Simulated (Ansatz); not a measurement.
Reflectivity of TiTe2 (P-3m1) at normal incidence (Ansatz, LDA, independent particles, without spin-orbit coupling, line width 0.1 eV (Gaussian), carrier damping 0.1 eV):

```csv
E (eV),R (%)
1.00,66.2
1.25,69.9
1.50,57.7
1.75,41.7
2.00,45.4
2.25,44.3
2.50,38.2
2.75,42.2
3.00,41.9
3.25,39.0
3.50,40.0
3.75,44.7
4.00,42.7
4.25,43.6
4.50,44.9
4.75,43.0
5.00,39.7
```

Task: What colour would a polished face show in daylight?

Result: Light grey: CIE x = 0.317, y = 0.328, luminous reflectivity 43 % under D65, from the mean over the axes.

[Logs are printed without paths, hosts, clocks, repeated set-up lines and the standing remarks that a program may print on its own settings, such as how far it seeks lower states.]
